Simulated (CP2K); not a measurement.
Consider hypochlorous acid at its PBE geometry (Å).

```xyz
3

O    -0.2048    0.5597    0.0000
Cl    1.1541   -0.4840    0.0000
H    -0.9493   -0.0756    0.0000
```

Method: CP2K XAS_TDP, all-electron GAPW, PBEh(45%), aug-pc-2, TDA, GW2X-corrected core level, no relativity.

Q: Predict the bright core excitations at the O K edge.

Leading lines: O1 530.83 eV. The leading line of an atom is its first one with 35 % of the strongest within 2.5 eV of its lowest line over the strength cut. Core ionisation energies at this level: O1 539.05 eV.

The first six lines of each atom with a strength over 0.0015:

```csv
atom,energy (eV),states,"strength, one atom",above the computed threshold
O1 (bonded to Cl and H),530.83,1,0.0567,
,535.48,1,0.0257,
,538.08,1,0.0079,
,538.51,1,0.0020,
,538.54,1,0.0057,
,539.02,1,0.0017,
```

Lines are vertical, at one geometry, with no vibrational structure. GW2X ionisation energies and lines can be off by 1 to 2 eV either way, and a good line position may hide errors that cancel. These values hold no scalar relativity, about 0.4 eV for O 1s. Rydberg lines, and the discretised continuum above threshold, depend on the basis and the box.

[Banner, clock and machine lines of the logs are left out without a mark of their own.]

[Logs are printed without paths, hosts, clocks, repeated set-up lines and the standing remarks that a program may print on its own settings, such as how far it seeks lower states.]

[Hosts, paths, dates, database ids (printed as entryN), source tags and the programs' standing remarks are cut or masked in the printed files.]
